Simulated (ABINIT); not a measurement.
# InH (P6_3/mmc): zone-centre phonons, part 2 of 3

Aim: the zone-centre modes of InH (P6_3/mmc).

ABINIT 10.8.3; DFT LDA, scalar-relativistic, plane waves, HGH norm-conserving pseudopotentials.

So far. Step 5 (Relaxing the cell and atoms): The volume changes by +1.9 % in this run and stands -37.3 % from the first cell. The relaxed cell has a = 3.571, c = 5.650 Å (conventional setting).

The structure was built from a prototype and need not be the compound's stable phase.

## 7. Zone-centre response

At q = 0 one unit cell holds all displacements. The response is solved for single atoms along the cell's directions, and symmetry skips those that follow from others. The crystal is treated as a metal, which screens a static field, so no field response is asked.

dfpt_gamma.abi reads:

```

# common to the responses
getwfk_filepath "gso_WFK"
kptopt 2
nqpt 1
qpt 0.0 0.0 0.0
asr 0
chneut 0

# displacements
rfphon 1
rfatpol 1 4
rfdir 1 1 1
tolvrs 1.0d-10
prtwf 0

# basis, mesh and filling
ecut 43.0
ecutsm 3.0
ixc 7
ngkpt 9 9 6
nshiftk 1
shiftk 0.0 0.0 0.0
istwfk *1
occopt 7
tsmear 0.01
nband 9
nstep 100
diemac 1000000.0
prtebands 0
prtgsr 0
useylm 1

# cell and atoms
acell 3*1.0 Angstrom
rprim 
    3.57135711 2.3956e-06 0.0
    -1.785680629 3.092884785 0.0
    0.0 0.0 5.650420113
ntypat 2
znucl 49 1
natom 4
typat 1 1 2 2
xred 
    1/3 2/3 0.25
    2/3 1/3 0.75
    2/3 1/3 0.25
    1/3 2/3 0.75
pp_dirpath "./pseudo"
pseudos "In.hgh, H.hgh"
```

On the command line:

```console
$ OMP_NUM_THREADS=1 mpirun -n 4 abinit dfpt_gamma.abi > dfpt_gamma.log
```

Numbers of over 12 decimals in the logs are rounded to 6 here.

dfpt_gamma.abo, the main output file:

```text
[banners, grids, parts of the stress and lines that vanish by symmetry left out]
- input  file    -> dfpt_gamma.abi
- output file    -> dfpt_gamma.abo
- root for input  files -> dfpt_gammai
- root for output files -> dfpt_gammao

 Symmetries : space group P6_3/m m c (#194); Bravais hP (primitive hexag.)
================================================================================
 Values of the parameters that define the memory need of the present run (RF).
     intxc =       0      iscf =       7    lmnmax =      14     lnmax =       6
     mgfft =      64  mpssoang =       3    mqgrid =    3152     natom =       4
  nloc_mem =       1    nspden =       1   nspinor =       1    nsppol =       1
      nsym =      24    n1xccc =       0    ntypat =       2    occopt =       7
   xclevel =       1
-    mband =           9        mffmem =           1         mkmem =          61
-   mkqmem =          61        mk1mem =          61           mpw =        5736
      nfft =      102400          nkpt =         244
- my_mband =           9
================================================================================
================================================================================

--------------------------------------------------------------------------------
------------- Echo of variables that govern the present computation ------------
--------------------------------------------------------------------------------
-
- outvars: echo of selected default values
-   iomode0 =  0 , fftalg0 =312 , wfoptalg0 =  0
-
- outvars: echo of global parameters not present in the input file
-  max_nthreads =    1
-
 -outvars: echo values of preprocessed input variables
 [... echo left out ...]
================================================================================

 chkinp: Checking input parameters for consistency.

[...]
== DATASET  1 ==================================================================
-   mpi_nproc: 4, omp_nthreads: 1 (-1 if OMP is not activated)

--- !DatasetInfo
iteration_state: {dtset: 1, }
dimensions: {natom: 4, nkpt: 244, mband: 9, nsppol: 1, nspinor: 1, nspden: 1, mpw: 5736, }
cutoff_energies: {ecut:  43.0, pawecutdg:  -1.0, }
electrons: {nelect:   8.00000000E+00, charge:   0.00000000E+00, occopt:   7.00000000E+00, tsmear:   1.00000000E-02, }
meta: {optdriver: 1, rfphon: 1, }
...

 mkfilename: getwfk from: gso_WFK

 Exchange-correlation functional for the present dataset will be:
  LDA: Perdew-Wang 92 LSD fit to Ceperley-Alder data - ixc=7
 Citation for XC functional:
  J.P.Perdew and Y.Wang, PRB 45, 13244 (1992)

 Real(R)+Recip(G) space primitive vectors, cartesian coordinates (Bohr,Bohr^-1):
 R(1)=  6.7488868  0.0000045  0.0000000  G(1)=  0.1481725  0.0855476  0.0000000
 R(2)= -3.3744473  5.8447052  0.0000000  G(2)= -0.0000001  0.1710950  0.0000000
 R(3)=  0.0000000  0.0000000 10.6777465  G(3)=  0.0000000  0.0000000  0.0936527
 Unit cell volume ucvol=  4.2118658E+02 bohr^3
 Angles (23,13,12)=  9.00000000E+01  9.00000000E+01  1.20000000E+02 degrees
 setup1 : take into account q-point for computing boxcut.

 getcut: wavevector=  0.0000  0.0000  0.0000  ngfft=  40  40  64
         ecut(hartree)=     43.000   => boxcut(ratio)=   2.00784

--- Pseudopotential description ------------------------------------------------
- pspini: atom type   1  psp file is ./pseudo/In.hgh

- pspini: atom type   2  psp file is ./pseudo/H.hgh

   2.76118077E+02                                ecore*ucvol(ha*bohr**3)
--------------------------------------------------------------------------------

 ==>  initialize data related to q vector <==

 The list of irreducible perturbations for this q vector is:
    1)    idir= 1    ipert=   1
    2)    idir= 3    ipert=   1
    3)    idir= 1    ipert=   3
    4)    idir= 3    ipert=   3

[...]
The perturbation idir=   2  ipert=   1 is
 symmetric of a previously calculated perturbation.
 So, its SCF calculation is not needed.

 The perturbation idir=   1  ipert=   2 is
 symmetric of a previously calculated perturbation.
 So, its SCF calculation is not needed.

 The perturbation idir=   2  ipert=   2 is
 symmetric of a previously calculated perturbation.
 So, its SCF calculation is not needed.

 The perturbation idir=   3  ipert=   2 is
 symmetric of a previously calculated perturbation.
 So, its SCF calculation is not needed.

 The perturbation idir=   2  ipert=   3 is
 symmetric of a previously calculated perturbation.
 So, its SCF calculation is not needed.

 The perturbation idir=   1  ipert=   4 is
 symmetric of a previously calculated perturbation.
 So, its SCF calculation is not needed.

 The perturbation idir=   2  ipert=   4 is
 symmetric of a previously calculated perturbation.
 So, its SCF calculation is not needed.

 The perturbation idir=   3  ipert=   4 is
 symmetric of a previously calculated perturbation.
 So, its SCF calculation is not needed.

--------------------------------------------------------------------------------
 Perturbation wavevector (in red.coord.)   0.000000  0.000000  0.000000
 Perturbation : displacement of atom   1   along direction   1
 Found     2 symmetries that leave the perturbation invariant.

[...]
dfpt_looppert : total number of electrons, from k and k+q
  fully or partially occupied states are    8.000000E+00 and    8.000000E+00.
 Initialisation of the first-order wave-functions :
  ireadwf=   0

--- !BeginCycle
iteration_state: {dtset: 1, }
solver: {iscf: 7, nstep: 100, nline: 4, wfoptalg: 0, }
tolerances: {tolvrs: 1.00E-10, }
...

     iter   2DEtotal(Ha)        deltaE(Ha) residm    vres2
-ETOT  1  0.883194     -2.263E+01 2.077E-01 2.176E+03
 ETOT  2  0.643670     -2.395E-01 3.907E-02 8.010E+01
 ETOT  3  0.632322     -1.135E-02 1.371E-02 2.377E-01
 ETOT  4  0.632282     -4.016E-05 2.143E-02 2.910E-03
 ETOT  5  0.632282     -3.693E-07 7.684E-03 3.168E-05
[...]
At SCF step    9       vres2   =  1.41E-12 < tolvrs=  1.00E-10 =>converged.
[...]
Mean square residual over all n,k,spin=   67.255E-07; max=  76.831E-04

 Thirteen components of 2nd-order total energy (hartree) are
 1,2,3: 0th-order hamiltonian combined with 1st-order wavefunctions
     kin0=   2.36710770E+01 eigvalue=   9.61350368E-01  local=  -6.68883417E+00
 4,5,6: 1st-order hamiltonian combined with 1st and 0th-order wfs
 loc psp =  -1.11446274E+01  Hartree=   1.64370372E+00     xc=  -2.01855377E+00
 note that "loc psp" includes a xc core correction that could be resolved
 7,8,9: eventually, occupation + non-local contributions
    edocc=   1.42220404E+00     enl0=   3.88807868E+00   enl1=  -3.46134243E+01
 1-9 gives the relaxation energy (to be shifted if some occ is /=2.0)
   erelax=  -2.28790259E+01
 10,11,12 Non-relaxation  contributions : frozen-wavefunctions and Ewald
 fr.local=   9.16155010E-01 fr.nonlo=   1.72685723E+01  Ewald=   5.32658012E+00
 13,14 Frozen wf xc core corrections (1) and (2)
 frxc 1  =   0.00000000E+00  frxc 2 =   0.00000000E+00
 Resulting in :
 2DEtotal=    0.6322815349E+00 Ha. Also 2DEtotal=    0.172052570623E+02 eV
    (2DErelax=   -2.2879025882E+01 Ha. 2DEnonrelax=    2.3511307417E+01 Ha)
    (  non-var. 2DEtotal :    6.3228152660E-01 Ha)

[...]
Perturbation wavevector (in red.coord.)   0.000000  0.000000  0.000000
 Perturbation : displacement of atom   1   along direction   3
 Found     6 symmetries that leave the perturbation invariant.

[...]
dfpt_looppert : total number of electrons, from k and k+q
  fully or partially occupied states are    8.000000E+00 and    8.000000E+00.
 Initialisation of the first-order wave-functions :
  ireadwf=   0

--- !BeginCycle
iteration_state: {dtset: 1, }
solver: {iscf: 7, nstep: 100, nline: 4, wfoptalg: 0, }
tolerances: {tolvrs: 1.00E-10, }
...

     iter   2DEtotal(Ha)        deltaE(Ha) residm    vres2
-ETOT  1   130.27648691125      5.043E+01 3.949E+00 1.376E+06
[...]
At SCF step    9       vres2   =  2.84E-11 < tolvrs=  1.00E-10 =>converged.
[...]
Mean square residual over all n,k,spin=   16.567E-03; max=  71.901E-01

 Thirteen components of 2nd-order total energy (hartree) are
 1,2,3: 0th-order hamiltonian combined with 1st-order wavefunctions
     kin0=   5.88881589E+01 eigvalue=   2.31797455E+00  local=  -1.68990681E+01
 4,5,6: 1st-order hamiltonian combined with 1st and 0th-order wfs
 loc psp =  -7.91643764E+01  Hartree=   2.43934377E+01     xc=  -7.69969815E+00
 note that "loc psp" includes a xc core correction that could be resolved
 7,8,9: eventually, occupation + non-local contributions
    edocc=   8.19444722E+00     enl0=   9.82783787E+00   enl1=  -7.88818036E+01
 1-9 gives the relaxation energy (to be shifted if some occ is /=2.0)
   erelax=  -7.90230900E+01
 10,11,12 Non-relaxation  contributions : frozen-wavefunctions and Ewald
 fr.local=   1.51529194E+01 fr.nonlo=   4.03350877E+01  Ewald=   2.43583760E+01
 13,14 Frozen wf xc core corrections (1) and (2)
 frxc 1  =   0.00000000E+00  frxc 2 =   0.00000000E+00
 Resulting in :
 2DEtotal=    0.8232930145E+00 Ha. Also 2DEtotal=    0.224029442106E+02 eV
    (2DErelax=   -7.9023090006E+01 Ha. 2DEnonrelax=    7.9846383021E+01 Ha)
    (  non-var. 2DEtotal :    8.2329302082E-01 Ha)

[...]
Perturbation wavevector (in red.coord.)   0.000000  0.000000  0.000000
 Perturbation : displacement of atom   3   along direction   1
 Found     2 symmetries that leave the perturbation invariant.

[...]
dfpt_looppert : total number of electrons, from k and k+q
  fully or partially occupied states are    8.000000E+00 and    8.000000E+00.
 Initialisation of the first-order wave-functions :
  ireadwf=   0

--- !BeginCycle
iteration_state: {dtset: 1, }
solver: {iscf: 7, nstep: 100, nline: 4, wfoptalg: 0, }
tolerances: {tolvrs: 1.00E-10, }
...

     iter   2DEtotal(Ha)        deltaE(Ha) residm    vres2
-ETOT  1   2.206525     -4.543E+01 5.727E-01 8.418E+03
[...]
At SCF step    9       vres2   =  1.27E-11 < tolvrs=  1.00E-10 =>converged.
[...]
Mean square residual over all n,k,spin=   11.540E-05; max=  13.243E-02

 Thirteen components of 2nd-order total energy (hartree) are
 1,2,3: 0th-order hamiltonian combined with 1st-order wavefunctions
     kin0=   5.05775935E+01 eigvalue=   1.97249940E+00  local=  -1.29816626E+01
 4,5,6: 1st-order hamiltonian combined with 1st and 0th-order wfs
 loc psp =  -9.43697085E+01  Hartree=   9.08828102E+00     xc=  -5.54691659E+00
 note that "loc psp" includes a xc core correction that could be resolved
 7,8,9: eventually, occupation + non-local contributions
    edocc=   3.76812670E+00     enl0=   3.06932828E-01   enl1=   0.00000000E+00
 1-9 gives the relaxation energy (to be shifted if some occ is /=2.0)
   erelax=  -4.71848542E+01
 10,11,12 Non-relaxation  contributions : frozen-wavefunctions and Ewald
 fr.local=   4.28836261E+01 fr.nonlo=   0.00000000E+00  Ewald=   4.75159249E+00
 13,14 Frozen wf xc core corrections (1) and (2)
 frxc 1  =   0.00000000E+00  frxc 2 =   0.00000000E+00
 Resulting in :
 2DEtotal=    0.4503643139E+00 Ha. Also 2DEtotal=    0.122550372971E+02 eV
    (2DErelax=   -4.7184854224E+01 Ha. 2DEnonrelax=    4.7635218538E+01 Ha)
    (  non-var. 2DEtotal :    4.5036430756E-01 Ha)

[...]
Perturbation wavevector (in red.coord.)   0.000000  0.000000  0.000000
 Perturbation : displacement of atom   3   along direction   3
 Found     6 symmetries that leave the perturbation invariant.

--------------------------------------------------------------------------------

--------------------------------------------------------------------------------

 dfpt_looppert : total number of electrons, from k and k+q
  fully or partially occupied states are    8.000000E+00 and    8.000000E+00.
 Initialisation of the first-order wave-functions :
  ireadwf=   0

--- !BeginCycle
iteration_state: {dtset: 1, }
solver: {iscf: 7, nstep: 100, nline: 4, wfoptalg: 0, }
tolerances: {tolvrs: 1.00E-10, }
...

     iter   2DEtotal(Ha)        deltaE(Ha) residm    vres2
-ETOT  1   28.795571579341     -8.805E+01 5.215E-01 3.152E+05
[...]
ETOT  9  -1.450609     -1.332E-11 7.080E-01 6.085E-10
 ETOT 10  -1.450609      7.546E-12 8.793E-03 4.763E-12

 At SCF step   10       vres2   =  4.76E-12 < tolvrs=  1.00E-10 =>converged.
[...]
Mean square residual over all n,k,spin=   20.261E-06; max=  87.933E-04

 Thirteen components of 2nd-order total energy (hartree) are
 1,2,3: 0th-order hamiltonian combined with 1st-order wavefunctions
     kin0=   1.29269842E+02 eigvalue=   5.53245836E+00  local=  -3.29458439E+01
 4,5,6: 1st-order hamiltonian combined with 1st and 0th-order wfs
 loc psp =  -2.36596745E+02  Hartree=   2.28490072E+01     xc=  -1.37338562E+01
 note that "loc psp" includes a xc core correction that could be resolved
 7,8,9: eventually, occupation + non-local contributions
    edocc=   6.93762796E+00     enl0=   3.89137418E-01   enl1=   0.00000000E+00
 1-9 gives the relaxation energy (to be shifted if some occ is /=2.0)
   erelax=  -1.18298373E+02
 10,11,12 Non-relaxation  contributions : frozen-wavefunctions and Ewald
 fr.local=   1.16824282E+02 fr.nonlo=   0.00000000E+00  Ewald=   2.34816162E-02
 13,14 Frozen wf xc core corrections (1) and (2)
 frxc 1  =   0.00000000E+00  frxc 2 =   0.00000000E+00
 Resulting in :
 2DEtotal=   -0.1450609012E+01 Ha. Also 2DEtotal=   -0.394730821229E+02 eV
    (2DErelax=   -1.1829837260E+02 Ha. 2DEnonrelax=    1.1684776358E+02 Ha)
    (  non-var. 2DEtotal :   -1.4506089989E+00 Ha)

[...]
---- first-order wavefunction calculations are completed ----

 ==> Compute Derivative Database <==

 [... matrices left out ...]
  Phonon wavevector (reduced coordinates) :  0.00000  0.00000  0.00000
 Phonon energies in Hartree :
  -3.548355E-03 -1.160493E-03 -4.022819E-04 -4.022819E-04 -1.672890E-06
  -1.300493E-06 -1.300488E-06  3.966290E-04  2.172270E-03  2.172270E-03
   2.517760E-03  2.517760E-03
 Phonon frequencies in cm-1    :
- -7.787738E+02 -2.546989E+02 -8.829068E+01 -8.829068E+01 -3.671570E-01
- -2.854251E-01 -2.854242E-01  8.705001E+01  4.767581E+02  4.767581E+02
-  5.525845E+02  5.525845E+02

== END DATASET(S) ==============================================================
================================================================================

 -outvars: echo values of variables after computation
            acell      1.8897261259E+00  1.8897261259E+00  1.8897261259E+00 Bohr
           etotal     -1.4506090122E+00
            fcart      0.0000000000E+00  0.0000000000E+00  0.0000000000E+00
           strten      0.0000000000E+00  0.0000000000E+00  0.0000000000E+00
================================================================================
```

The job ended after 2.2 min (4 MPI ranks of Arm Neoverse V1, shared host).

Numbers from this step:

```
largest acoustic frequency at the zone centre before the sum rule : -0.37 cm⁻¹
highest optical zone-centre mode (no LO-TO term)                  : 552.6 cm⁻¹
lowest optical zone-centre mode                                   : -778.8 cm⁻¹
```

The acoustic modes at Γ come out as far as 0.4 cm⁻¹ from zero, where they should vanish, a small numerical error. The lowest optical mode is imaginary, 779i cm⁻¹, an instability at this level and on this k mesh.

[end of part 2 of 3]

[Host names and launcher messages were left out of these logs when they were recorded.]

[Logs are printed without paths, hosts, clocks, repeated set-up lines and the standing remarks that a program may print on its own settings, such as how far it seeks lower states.]

[Hosts, paths, dates, database ids (printed as entryN), source tags and the programs' standing remarks are cut or masked in the printed files.]
